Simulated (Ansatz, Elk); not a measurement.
# How far do independent atoms describe ZnCd2S2O?

The structure of ZnCd2S2O used here is made up (a known structure type with other elements) and was relaxed beforehand with PBEsol. The aim is the Fourier transform of its all-electron density, F(hkl), set beside the sum over free spherical atoms that refinements use.

Program: Elk 11.2.3 (patched build). Level of theory: DFT, PBE, all-electron APW+lo, Dirac cores, scalar-relativistic bands, static density, no spin. Results are calculated unless marked as measured.

This account leaves out most program logs.

The structure was built from a prototype and need not be the compound's stable phase.

## (1) Starting point

The structure is trigonal, space group P-3m1 (No. 164). The conventional cell has a = 3.566 Å, b = 3.566 Å, c = 8.699 Å, α = 90.00°, β = 90.00°, γ = 120.00°. Nearest to Cd lie 3 O at 2.42 Å and 3 S at 2.65 Å. Nearest to Zn lie 6 S at 2.49 Å. S has 3 Zn at 2.49 Å and 3 Cd at 2.65 Å nearest. O has 6 Cd at 2.42 Å nearest. Farther neighbours and most contacts between anions are not listed.

As a file:

```cif
data_structure
_symmetry_space_group_name_H-M 'P 1'
_symmetry_Int_Tables_number 1
_cell_length_a 3.5656
_cell_length_b 3.5656
_cell_length_c 8.6990
_cell_angle_alpha 89.995
_cell_angle_beta 89.995
_cell_angle_gamma 60.001
_cell_volume 95.78
loop_
_atom_site_label
_atom_site_type_symbol
_atom_site_fract_x
_atom_site_fract_y
_atom_site_fract_z
_atom_site_occupancy
Cd1 Cd 0.16665 0.16665 0.85440 1
Cd2 Cd 0.83335 0.83335 0.14560 1
Zn3 Zn 0.50000 0.50000 0.50000 1
S4 S 0.16672 0.16672 0.33800 1
S5 S 0.83328 0.83328 0.66200 1
O6 O 0.50000 0.50000 0.00000 1
```

## (2) Ground state and structure factors

An all-electron density is needed, since X-rays see the cores too. Task 0 finds the density and task 195 Fourier-transforms it; tshift is off so that phases refer to the origin typed.

elk.in reads:

```
tasks
  0
  195

xctype
  20

spinpol
  .false.

rgkmax
  7.0

gmaxvr
  14.0

lmaxo
  7

lmaxapw
  8

swidth
  0.002

tshift
  .false.

ramdisk
  .false.

hmaxvr
  5.5

maxscl
  120

epspot
  1e-06

sppath
  './'

avec
  5.83490810480 -3.36907799074 0.07169229008
  5.83490810480 3.36907799074 0.07169229008
  -0.20030910586 0.00000000000 16.43748773931

atoms
  4
  'Cd.in'
  2
  0.1666485683 0.1666485683 0.8544023930   0.000000 0.000000 0.000000
  0.8333514317 0.8333514317 0.1455976070   0.000000 0.000000 0.000000
  'Zn.in'
  1
  0.5000000000 0.5000000000 0.5000000000   0.000000 0.000000 0.000000
  'S.in'
  2
  0.1667205680 0.1667205680 0.3379971228   0.000000 0.000000 0.000000
  0.8332794320 0.8332794320 0.6620028772   0.000000 0.000000 0.000000
  'O.in'
  1
  0.5000000000 0.5000000000 0.0000000000   0.000000 0.000000 0.000000

ngridk
  7 7 3
```

Launch:

```sh
OMP_NUM_THREADS=4 elk
```

Wall time 44 s (4 threads of Intel Xeon at 2.60GHz (Ice Lake), shared host); peak memory 0.25 GiB.

SFACRHO.OUT:

```text

h k l indices transformed by vhmat matrix:
   1.000000000       0.000000000       0.000000000    
   0.000000000       1.000000000       0.000000000    
   0.000000000       0.000000000       1.000000000    

      h      k      l  multipl.   |H|            Re(F)            Im(F)           |F|

      0      0      0      1   0.0000000       166.00000      0.39289268E-16   166.00000    
      0      0     -1      2  0.38221892       19.475067     -0.32570393E-14   19.475067    
      0      0      2      2  0.76443785     -0.41263987     -0.57887501E-14  0.41263987    
      0      1      0      4   1.0767364       21.380779      0.22270683E-13   21.380779    
     -1     -1      0      2   1.0767455      -21.378255      0.38952055E-13   21.378255    
      1      1      1      2   1.1425364      0.66832709      0.14359281E-13  0.66832709    
      1      0      1      4   1.1425459       75.007393     -0.59245093E-13   75.007393    
     -1      0      1      4   1.1425822     -0.62157506     -0.13188498E-13  0.62157506    
      1      1     -1      2   1.1426089      -75.001843      0.85096512E-13   75.001843    
      0      0      3      2   1.1466568      -69.453948      0.52134486E-13   69.453948    
      1      1      2      2   1.3204471       127.73506     -0.11520363E-12   127.73506    
     -1      0     -2      4   1.3204710       37.534560      0.32529967E-14   37.534560    
      0     -1      2      4   1.3205337      -127.72739     -0.28889239E-13   127.72739    
      1      1     -2      2   1.3205725      -37.533495      0.29990434E-13   37.533495    
      0      0     -4      2   1.5288757      -48.680976      0.11466074E-13   48.680976    
      1      1      3      2   1.5728808       29.068191      0.12338138E-14   29.068191    
      1      0      3      4   1.5729141       17.006482     -0.82918114E-14   17.006482    
      0      1     -3      4   1.5729931      -29.099879      0.54649225E-13   29.099879
```

Elk indexes on the primitive cell of elk.in and gives |H| = 4π sin θ/λ in inverse bohr. Below, one row stands for each form hkl of the conventional cell (m members, Friedel mates merged), F is for one primitive cell and the density is static (no thermal factor). Free-atom factors are Waasmaier and Kirfel's, and R is Σm||F|−|F'||/Σm|F|.

```csv
hkl,m,sin θ/λ (Å⁻¹),"abs F, DFT",neutral atoms,diff.
001,2,0.058,19.475,19.509,-0.034
002,2,0.115,0.413,0.366,+0.046
100,6,0.162,21.381,21.477,-0.096
011,6,0.172,0.668,0.503,+0.166
101,6,0.172,75.007,75.925,-0.918
003,2,0.172,69.454,70.350,-0.896
012,6,0.199,127.735,127.551,+0.184
102,6,0.199,37.535,37.621,-0.087
004,2,0.230,48.681,48.654,+0.027
013,6,0.236,29.068,28.859,+0.209
103,6,0.236,17.006,17.277,-0.270
110,6,0.281,112.864,113.082,-0.218
014,6,0.281,18.669,18.748,-0.079
104,6,0.281,103.217,103.428,-0.211
```

## (3) The highest occupied states alone

An energy window below the Fermi level keeps the highest occupied states, to see at which angles they scatter; shallow core shells can lie inside it and anion s states outside. No new self-consistency is needed.

Changes to elk.in since step 2:

```diff
@@ -1,3 +1,2 @@
 tasks
-  0
   195
@@ -40,2 +39,5 @@
 
+wsfac
+  -0.341220 0.510020
+
 sppath
```

Launch:

```sh
OMP_NUM_THREADS=4 elk
```

Run time: 11 s. Hardware: 4 threads; peak memory 0.18 GiB.

States within 15 eV below the Fermi level hold 52.00 electrons; any levels below the window count with the cores. Their amplitudes can exceed the total, where window and core parts have opposite phase:

```csv
hkl,sin θ/λ (Å⁻¹),"abs F, window","abs F, all"
001,0.058,0.304,19.475
002,0.115,5.136,0.413
100,0.162,1.889,21.381
011,0.172,2.426,0.668
101,0.172,13.378,75.007
003,0.172,12.478,69.454
012,0.199,25.056,127.735
102,0.199,0.156,37.535
004,0.230,0.549,48.681
013,0.236,1.627,29.068
```

## (4) Another functional

The difference from free atoms is small, so it is set against the change that PBEsol makes.

Changes to elk.in since step 3:

```diff
@@ -1,2 +1,3 @@
 tasks
+  0
   195
@@ -4,3 +5,3 @@
 xctype
-  20
+  22
 
@@ -39,5 +40,2 @@
 
-wsfac
-  -0.341220 0.510020
-
 sppath
```

Launch:

```sh
OMP_NUM_THREADS=4 elk
```

It took 42 s on 4 threads; peak memory 0.23 GiB; 2.1 min of CPU time.

Against the first run R = 0.03 %; the largest change is -0.090 at 012.

## (5) Basis size

The basis and the expansions that go with it are enlarged, to see whether the differences are converged.

Changes to elk.in since step 4:

```diff
@@ -5,3 +5,3 @@
 xctype
-  22
+  20
 
@@ -11,12 +11,12 @@
 rgkmax
-  7.0
+  8.5
 
 gmaxvr
-  14.0
+  18.0
 
 lmaxo
-  7
+  9
 
 lmaxapw
-  8
+  10
```

Launch:

```sh
OMP_NUM_THREADS=4 elk
```

Elapsed: 1.8 min, on 4 threads; peak memory 0.43 GiB.

Against the first run R = 0.01 %; the largest change is -0.016 at 214.

## (6) Settings against the effect

```csv
run,R against the first run (%),"R against neutral atoms, low angle (%)",wall time
"PBE, rgkmax 7",0.00,0.53,44 s
PBEsol,0.03,0.52,42 s
rgkmax 8.5 with larger expansions,0.01,0.53,1.8 min
```

## (7) What came out

```yaml
r_against_neutral_atoms_sin_theta_lambda_0p3_a_minus1: 0.53 %
r_against_neutral_atoms_0p3_to_0p72_a_minus1: 0.14 %
```

What this shows: Independent neutral atoms miss the calculated amplitudes by R = 0.53 % below 0.3 Å⁻¹ and 0.14 % from there to 0.72 Å⁻¹; by shells, 0.40 % below 0.15 Å⁻¹ (2 forms), 0.53 % 0.15 to 0.3 (14 forms), 0.20 % 0.3 to 0.45 (29 forms), 0.12 % above 0.45 (104 forms). Bonding, aspherical density and the tables' own atoms all enter these figures, and the runs don't part them. The largest change of an amplitude is -0.92 electrons, at 101. Weak lines can change much in proportion: 201 goes from 0.05 to 0.26. The window's part falls from 52.0 electrons at the origin to at most 4.15 between 0.45 and 0.72 Å⁻¹, where compact states inside the window still scatter. Below 0.3 Å⁻¹ the changes that finished (PBEsol and rgkmax 8.5 with larger expansions) move F by R = 0.06 % at most, against the 0.53 % that separates it from free atoms. The k-mesh has no finished test. Part of the difference isn't bonding: the tables are fits to free atoms and ions calculated by other methods than this functional. Thermal motion, anomalous dispersion and extinction are left out.

[Logs are printed without paths, hosts, clocks, repeated set-up lines and the standing remarks that a program may print on its own settings, such as how far it seeks lower states.]

[Hosts, paths, dates, database ids (printed as entryN), source tags and the programs' standing remarks are cut or masked in the printed files.]
